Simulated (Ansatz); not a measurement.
# The potential step between two gates: puckered PAs bilayer, AB

Two oppositely charged gates put a neutral stack in a displacement field D. The voltage between them is D/ε₀ times an electrical distance, shorter than the real one because the stack screens.

Set-up. Ansatz 0.2.0, plane waves with PAW datasets (its set soft_2), PBE-D3(BJ); isolated slab, charged sheets 5 Å from the outer atoms behind model barriers, atoms held. Voltages count from the uncharged case.

```
  run  D/ε₀ (V/nm)  step in an electron's potential, upper less lower gate (eV)
run 1       −1.810                                                       −1.442
run 2        0.000                                                        0.000
run 3        0.905                                                        0.721
run 4        1.810                                                        1.442
run 5        2.714                                                        2.163
run 6        3.619                                                            ?
```

Q: Estimate the withheld value from the rows shown.

A least-squares line through the 5 rows shown has slope 0.7968 and intercept 0.0001; no row lies more than 0.001 eV off it. The size of the slope, 0.797 nm, is the electrical distance; the sheets are 1.777 nm apart, and screening reaches beyond the outer atoms. At 3.619 it gives 0.7968 × 3.619 + 0.0001 = 2.884 eV, beyond the rows fitted. Rounding and scatter of the rows alone allow about ±0.001 eV there.

The run itself gives 2.883 eV: a miss of −0.001 eV, or 0.0 % of the value. Screening stays linear to within 1 % over this range.

**Limits.** The gates are model sheets, not atoms.

[Logs are printed without paths, hosts, clocks, repeated set-up lines and the standing remarks that a program may print on its own settings, such as how far it seeks lower states.]
